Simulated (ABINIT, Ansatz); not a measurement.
# How the form of the self-energy moves the gap of Ba2SrTeO6 (R-3), part 2 of 2

Wanted: the gap of Ba2SrTeO6 (R-3) under several approximations, with cost.

ABINIT 10.8.3; LDA and many-body steps on it, plane waves. Known limits of the many-body steps: not at the basis limit; no spin-orbit coupling; coarse k mesh.

So far. Step 5 (G0W0, Hybertsen-Louie plasmon pole): Against G0W0 in ABINIT (2×2×2 mesh, 245 bands, screening to 141.5 eV, Godby-Needs plasmon pole), the gap moves by +0.163 eV. Step 6 (G0W0, Engel-Farid plasmon pole): Against G0W0 in ABINIT (2×2×2 mesh, 245 bands, screening to 141.5 eV, Godby-Needs plasmon pole), the gap moves by +0.029 eV.

**7. One-shot Hartree-Fock**

This step: one-shot Hartree-Fock on LDA, plane waves, norm-conserving pseudopotentials.

run.abi

```
acell 3*1.0 Angstrom
rprim 
  3.094471017325 1.786593674874 4.966610984592
  -3.094471017325 1.786593674874 4.966610984592
  -0.000000000000 -3.573187349682 4.966610984616
ntypat 4
znucl 56 38 52 8
natom 10
typat 1 1 2 3 4 4 4 4 4 4
xred 
  0.252060000000 0.252060000000 0.252060000000
  0.747940000000 0.747940000000 0.747940000000
  0.000000000000 0.000000000000 0.000000000000
  0.500000000000 0.500000000000 0.500000000000
  0.328441000000 0.717506000000 0.226340000000
  0.717506000000 0.226340000000 0.328441000000
  0.226340000000 0.328441000000 0.717506000000
  0.671559000000 0.282494000000 0.773660000000
  0.773660000000 0.671559000000 0.282494000000
  0.282494000000 0.773660000000 0.671559000000
pp_dirpath "pseudos"
pseudos "Ba.upf, Sr.upf, Te.upf, O.upf"
ecut 42
ngkpt 2 2 2
nshiftk 1
shiftk 0 0 0
kptopt 1
chksymbreak 0
istwfk *1
occopt 1
irdwfk 1
optdriver 4
nband 49
gwcalctyp 5
ecutsigx 42
symsigma 1
nkptgw 2
kptgw 
  0.5000000000 0.5000000000 0.0000000000
  0.0000000000 0.0000000000 0.0000000000
bdgw 
  44 47
  43 48
ixc_sigma 40
fftgw 31
indata_prefix "in"
outdata_prefix "out"
tmpdata_prefix "tmp"
```

Started as:

```console
$ OMP_NUM_THREADS=1 mpirun -n 4 abinit run.abi > log
```

Numbers of over 12 decimals in the logs are rounded to 6 here.

The log of the run:

```text
.Version 10.8.3 of ABINIT. v10.8.2 released Aug 2026.

 Symmetries : space group R-3 (#148); Bravais hR (rhombohedral)
[... echo of the input left out ...]
== DATASET  1 ==================================================================
-   mpi_nproc: 4, omp_nthreads: 1 (-1 if OMP is not activated)

--- !DatasetInfo
iteration_state: {dtset: 1, }
dimensions: {natom: 10, nkpt: 4, mband: 49, nsppol: 1, nspinor: 1, nspden: 1, mpw: 14476, }
cutoff_energies: {ecut:  42.0, pawecutdg:  -1.0, }
[...]
Band     E0 <VxcDFT>   SigX SigC(E0)      Z dSigC/dE  Sig(E)    E-E0       E
[...]
47  10.028 -10.518  -5.609   0.000   1.000   0.000  -5.609   4.909  14.937
       48  10.028 -10.518  -5.609   0.000   1.000   0.000  -5.609   4.909  14.937

== END DATASET(S) ==============================================================
================================================================================

 -outvars: echo values of variables after computation  --------
           etotal      0.0000000000E+00
            nband          49
             nkpt           4
          spgroup         148
 [... the other variables as echoed above ...]

 Calculation completed.
```

It took 9.6 s on 4 MPI ranks of Arm Neoverse V1, shared host; peak memory 2 GiB.

Numbers from this step:

| Property | Result |
| --- | --- |
| quasiparticle gap on the points computed | 12.75 eV |
| starting gap on the mesh | 2.939 eV |
| k of the valence top | 0.5, 0.5, 0 |
| k of the conduction bottom | 0, 0, 0 |
| least direct quasiparticle gap on the computed points | 12.87 eV |

Against G0W0 in ABINIT (2×2×2 mesh, 245 bands, screening to 141.5 eV, Godby-Needs plasmon pole), the gap moves by +7.765 eV.

**8. Screening, 2×2×2 mesh, 245 bands, screening to 141.5 eV**

This step: RPA screening on LDA, plane waves, norm-conserving pseudopotentials.

run.abi, as its differences from that of step 7:

```diff
@@ -31,16 +31,14 @@
 irdwfk 1
-optdriver 4
-nband 49
-gwcalctyp 5
-ecutsigx 42
-symsigma 1
-nkptgw 2
-kptgw 
-  0.5000000000 0.5000000000 0.0000000000
-  0.0000000000 0.0000000000 0.0000000000
-bdgw 
-  44 47
-  43 48
-ixc_sigma 40
-fftgw 31
+optdriver 3
+nband 245
+ecuteps 5.2
+inclvkb 2
+awtr 1
+symchi 1
+gwcalctyp 2
+nfreqre 16
+freqremax 40 eV
+nfreqim 8
+spmeth 1
+nomegasf 120
 indata_prefix "in"
```

The log of the run:

```text
.Version 10.8.3 of ABINIT. v10.8.2 released Aug 2026.

 Symmetries : space group R-3 (#148); Bravais hR (rhombohedral)
[... echo of the input left out ...]
== DATASET  1 ==================================================================
-   mpi_nproc: 4, omp_nthreads: 1 (-1 if OMP is not activated)

--- !DatasetInfo
iteration_state: {dtset: 1, }
dimensions: {natom: 10, nkpt: 4, mband: 245, nsppol: 1, nspinor: 1, nspden: 1, mpw: 14476, }
cutoff_energies: {ecut:  42.0, pawecutdg:  -1.0, }
electrons: {nelect:   9.00000000E+01, charge:   0.00000000E+00, occopt:   1.00000000E+00, tsmear:   1.00000000E-02, }

 SCREENING: Calculation of the susceptibility and dielectric matrices

 Based on a program developped by R.W. Godby, V. Olevano, G. Onida, and L. Reining.
 Incorporated in ABINIT by V. Olevano, G.-M. Rignanese, and M. Torrent.
.Using double precision arithmetic ; gwpc =  8

[... cell and pseudopotentials left out ...]
--------------------------------------------------------------------------------

 ==== K-mesh for the wavefunctions ====
 Number of points in the irreducible wedge :     4
[... list of points left out ...]
 Together with  6 symmetry operations and time-reversal symmetry
 yields     8 points in the full Brillouin Zone.

 ==== Q-mesh for the screening function ====
 Number of points in the irreducible wedge :     4
[... list of points left out ...]
 Together with  6 symmetry operations and time-reversal symmetry
 yields     8 points in the full Brillouin Zone.

 setmesh: FFT mesh size selected  =    45x   45x   45
          total number of points  =        91125

 vcoul_init : cutoff-mode = AUXILIARY_FUNCTION
 q-points for optical limit:   1
     1)      0.000010    0.000020    0.000030

- screening: taking advantage of time-reversal symmetry
- Maximum band index for partially occupied states nbvw = 45
- Remaining bands to be divided among processors   nbcw = 200
- Number of bands treated by each node ~50

 Number of electrons calculated from density =   90.0000; Expected =   90.0000
 average of density, n =  0.080951
 r_s =    1.4340
 omega_plasma =   27.4452 [eV]

 calculating chi0 at frequencies [eV] :
  1    0.000000E+00    0.000000E+00
  2    2.666667E+00    0.000000E+00
  3    5.333333E+00    0.000000E+00
[...]
23    0.000000E+00    6.989820E+01
 24    0.000000E+00    9.841743E+01

--------------------------------------------------------------------------------
  q-point number  1        q = ( 0.000000, 0.000000, 0.000000) [r.l.u.]
--------------------------------------------------------------------------------
[... chi0 elements left out ...]
  [... further frequencies ...]

 No. of calculated frequencies >  15, stop printing
 For q-point:  0.000010 0.000020 0.000030
  dielectric constant =   4.0856
  dielectric constant without local fields =   4.5781

  Average fulfillment of the sum rule on Im[epsilon] for q-point    1 :     61.95  [%]
[... wings left out ...]
  q-point number  2        q = ( 0.500000, 0.000000, 0.000000) [r.l.u.]
--------------------------------------------------------------------------------
[... chi0 elements left out ...]
  [... further frequencies ...]

 No. of calculated frequencies >  15, stop printing
  Average fulfillment of the sum rule on Im[epsilon] for q-point    2 :     66.75  [%]

 [... 2 further q-points ...]
```

Run time: 5.9 min. Hardware: 4 MPI ranks; peak memory 6.2 GiB.

Numbers from this step:

| Quantity | Value |
| --- | --- |
| ε∞ with local fields, on this mesh, along the program's q direction | 4.086 |
| the same without local fields | 4.578 |
| plasma frequency | 27.45 eV |
| plane waves in the screening matrix | 615 |

**9. G0W0, contour deformation**

This step: G0W0 on LDA, plane waves, norm-conserving pseudopotentials.

run.abi, as its differences from that of step 8:

```diff
@@ -31,14 +31,16 @@
 irdwfk 1
-optdriver 3
+optdriver 4
 nband 245
+gwcalctyp 2
+ecutsigx 42
+symsigma 1
+nkptgw 2
+kptgw 
+  0.5000000000 0.5000000000 0.0000000000
+  0.0000000000 0.0000000000 0.0000000000
+bdgw 
+  44 47
+  43 48
 ecuteps 5.2
-inclvkb 2
-awtr 1
-symchi 1
-gwcalctyp 2
-nfreqre 16
-freqremax 40 eV
-nfreqim 8
-spmeth 1
-nomegasf 120
+irdscr 1
 indata_prefix "in"
```

The log of the run:

```text
.Version 10.8.3 of ABINIT. v10.8.2 released Aug 2026.

 Symmetries : space group R-3 (#148); Bravais hR (rhombohedral)
[... echo of the input left out ...]
== DATASET  1 ==================================================================
-   mpi_nproc: 4, omp_nthreads: 1 (-1 if OMP is not activated)

--- !DatasetInfo
iteration_state: {dtset: 1, }
dimensions: {natom: 10, nkpt: 4, mband: 245, nsppol: 1, nspinor: 1, nspden: 1, mpw: 14476, }
cutoff_energies: {ecut:  42.0, pawecutdg:  -1.0, }
[...]
Band     E0 <VxcDFT>   SigX SigC(E0)      Z dSigC/dE  Sig(E)    E-E0       E
[...]
48  10.028 -10.518  -5.609  -3.356   0.834  -0.199  -9.223   1.295  11.322
       48   0.000   0.000   0.000  -0.000   0.000   0.000  -0.000  -0.000  -0.000

== END DATASET(S) ==============================================================
================================================================================

 -outvars: echo values of variables after computation  --------
           etotal      0.0000000000E+00
            nband         245
             nkpt           4
          spgroup         148
 [... the other variables as echoed above ...]

 Calculation completed.
```

Run time: 46 s. Hardware: 4 MPI ranks; peak memory 3.6 GiB.

This step gave:

* G0W0 gap on the points computed: 4.920 eV
* starting gap on the mesh: 2.939 eV
* k of the valence top: 0.5, 0.5, 0
* k of the conduction bottom: 0, 0, 0
* least direct G0W0 gap on the computed points: 5.063 eV

Against G0W0 in ABINIT (2×2×2 mesh, 245 bands, screening to 141.5 eV, Godby-Needs plasmon pole), the gap moves by −0.068 eV.

**10. Side by side**

Times are wall times on 4 MPI ranks of Arm Neoverse V1, shared host. The host was busy with other work, so they are no guide to cost. A run's time includes the screening step that it read.

```tsv
run	mesh	bands	screening cutoff (eV)	DFT gap (eV)	gap on the mesh (eV)	direct (eV)	ε∞ used	time
G0W0, Godby-Needs plasmon pole	2×2×2	245	141.5	2.939	4.988	5.135	4.01	6 min
G0W0, Hybertsen-Louie plasmon pole	2×2×2	245	141.5	2.939	5.151	5.297	4.01	6 min
G0W0, Engel-Farid plasmon pole	2×2×2	245	141.5	2.939	5.017	5.169	4.01	5.4 min
one-shot Hartree-Fock	2×2×2	-	-	2.939	12.753	12.869	-	9.6 s
G0W0, contour deformation	2×2×2	245	141.5	2.939	4.920	5.063	4.09	6.7 min
```

**11. What came out**

| Item | Value |
| --- | --- |
| G0W0, Godby-Needs plasmon pole | 4.988 eV |
| G0W0, Hybertsen-Louie plasmon pole | 5.151 eV |
| G0W0, Engel-Farid plasmon pole | 5.017 eV |
| one-shot Hartree-Fock | 12.753 eV |
| G0W0, contour deformation | 4.920 eV |
| known limits | not at the basis limit; no spin-orbit coupling; coarse k mesh |

What this shows: G0W0, Hybertsen-Louie plasmon pole: +0.163 eV against G0W0, Godby-Needs plasmon pole. G0W0, Engel-Farid plasmon pole: +0.029 eV against G0W0, Godby-Needs plasmon pole. One-shot Hartree-Fock: +7.765 eV against G0W0, Godby-Needs plasmon pole. G0W0, contour deformation: −0.068 eV against G0W0, Godby-Needs plasmon pole. Bare exchange alone opens the gap to 12.75 eV; against G0W0, correlation takes back 7.77 eV. Bands and cutoff are finite, so the gap is not at the basis limit. The miss can reach some tenths of an eV and take either sign; the mesh is an error of its own. In the G0W0 runs levels were corrected at 2 k points alone, so a gap called «on the mesh» is the least over those, and an edge elsewhere would be missed. The 2×2×2 mesh is coarse for this cell, which bears on the long-range parts of exchange and screening. The many-body steps are scalar-relativistic: spin-orbit coupling is not in them.

[Paths, hosts, dates, memory and timing lines, banners, echoed tables and standing remarks are left out of the program output.]

[Logs are printed without paths, hosts, clocks, repeated set-up lines and the standing remarks that a program may print on its own settings, such as how far it seeks lower states.]

[Runs of the session that timed out or met a known fault of the program may be left out.]

[Hosts, paths, dates, database ids (printed as entryN), source tags and the programs' standing remarks are cut or masked in the printed files.]

[G0W0 gaps are taken among the corrected bands and points alone; a level outside them can change the order at an edge.]

[Where Ansatz stands beside ABINIT at settings called matched, ABINIT's density can come from a denser mesh and the files from another edition; pairs whose starting gaps differed by over 0.03 eV were left out, so agreement reads better than it is.]
